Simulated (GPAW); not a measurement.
Consider CuSe2 (Pnnm).

```xyz
6
Lattice="5.0252 0.0000 0.0000 0.0000 6.1941 0.0000 0.0000 0.0000 3.7447" Properties=species:S:1:pos:R:3 pbc="T T T"
Se    3.4347    0.7129    1.8723
Se    1.5905    5.4812    1.8723
Se    0.9221    2.3841    0.0000
Se    4.1031    3.8100    0.0000
Cu    2.5126    3.0970    1.8723
Cu    0.0000    0.0000    0.0000
```

Absorber: atom 1, with 1 Se at 2.33 Å and 3 Cu at 2.56 Å (distorted tetrahedral, site symmetry m). Method: GPAW, LDA, excited-electron core hole (neutral cell), 12-atom cell with 6.3 Å between holes, 3×3×3 k points, dipole transitions, Gaussian full width 2.33 eV up to 4 eV, rising linearly to 3.5 eV at 25 eV.

Where do the maxima of the Se K edge fall?

Main maxima up to 30 eV above the zero (height): 0.8 eV (1.69), 9.0 eV (1.41) and 27.0 eV (0.94). A K edge sees empty p states on the absorber. 

The Se K spectrum (energy from the lowest empty level; intensity scaled to a mean of 1 over the first 20 eV; polarised curves are means over the symmetry-equivalent atoms):

```
E (eV)  isotropic  ε ∥ x  ε ∥ y  ε ∥ z
  -2.0       0.05   0.08   0.05   0.03
  -1.4       0.19   0.31   0.18   0.09
  -0.8       0.54   0.88   0.52   0.21
  -0.2       1.08   1.79   1.07   0.37
   0.4       1.56   2.63   1.58   0.48
   1.0       1.67   2.80   1.72   0.48
   1.6       1.35   2.21   1.41   0.43
   2.2       0.92   1.39   0.95   0.41
   2.8       0.67   0.84   0.67   0.49
   3.4       0.66   0.65   0.66   0.66
   4.0       0.75   0.66   0.78   0.81
   4.6       0.80   0.68   0.87   0.86
   5.2       0.81   0.70   0.89   0.86
   5.8       0.86   0.78   0.90   0.89
   6.4       0.98   0.92   0.99   1.02
   7.0       1.13   1.06   1.14   1.20
   7.6       1.28   1.17   1.30   1.36
   8.2       1.37   1.24   1.41   1.46
   8.8       1.40   1.27   1.46   1.48
   9.4       1.39   1.27   1.45   1.47
  10.0       1.35   1.25   1.37   1.43
  10.6       1.28   1.22   1.26   1.36
  11.2       1.19   1.18   1.14   1.25
  11.8       1.09   1.15   1.02   1.12
  12.4       1.00   1.10   0.92   0.98
  13.0       0.91   1.02   0.85   0.86
  13.6       0.84   0.93   0.81   0.78
  14.2       0.78   0.84   0.77   0.73
  14.8       0.74   0.77   0.75   0.70
  15.4       0.72   0.72   0.74   0.69
  16.0       0.73   0.72   0.75   0.71
  16.6       0.76   0.74   0.78   0.75
  17.2       0.79   0.77   0.81   0.80
  17.8       0.81   0.78   0.81   0.84
  18.4       0.81   0.78   0.80   0.87
  19.0       0.81   0.77   0.78   0.87
  19.6       0.80   0.77   0.78   0.86
  20.2       0.81   0.79   0.80   0.85
  20.8       0.84   0.81   0.85   0.85
  21.4       0.87   0.85   0.90   0.86
  22.0       0.89   0.87   0.93   0.88
  22.6       0.90   0.89   0.92   0.90
  23.2       0.90   0.90   0.89   0.91
  23.8       0.89   0.91   0.85   0.91
  24.4       0.89   0.93   0.83   0.91
  25.0       0.90   0.96   0.83   0.91
  25.6       0.92   0.98   0.86   0.91
  26.2       0.93   0.97   0.90   0.92
  26.8       0.94   0.95   0.94   0.93
  27.4       0.94   0.90   0.96   0.94
  28.0       0.93   0.86   0.98   0.95
  28.6       0.91   0.83   0.98   0.94
  29.2       0.91   0.82   0.97   0.93
  29.8       0.90   0.84   0.94   0.93
  30.4       0.91   0.87   0.91   0.95
  31.0       0.92   0.90   0.88   0.99
  31.6       0.94   0.93   0.86   1.03
```

The script folds with a Gaussian, whereas the core hole's own line is a Lorentzian, so the onset is too steep and the first peak too high. The unit cell's mesh shows no gap over 0.35 eV. That is right for a metallic compound; for a small-gap or correlated insulator it would be the fault of the functional or of the assumed magnetic order, and the hole would be screened too well. The holes are only 6.3 Å apart, so the shape is probably not converged with cell size; no larger cell was run here. The mesh is coarse (0.39 Å⁻¹ between points), so small maxima may be mesh ripples. The structure is a published determination, not relaxed.

[Banner, clock and machine lines of the logs are left out without a mark of their own.]

[Logs are printed without paths, hosts, clocks, repeated set-up lines and the standing remarks that a program may print on its own settings, such as how far it seeks lower states.]

[Hosts, paths, dates, database ids (printed as entryN), source tags and the programs' standing remarks are cut or masked in the printed files.]

[Lists of maxima count a maximum above −3 eV only where it reaches 4 % of the highest in the window and stands out from its surroundings by 2 % of it (1.5 % where it reaches 55 %); shoulders and weaker maxima are passed over, and of the rest the first, up to two pre-edge ones and the few strongest are named.]
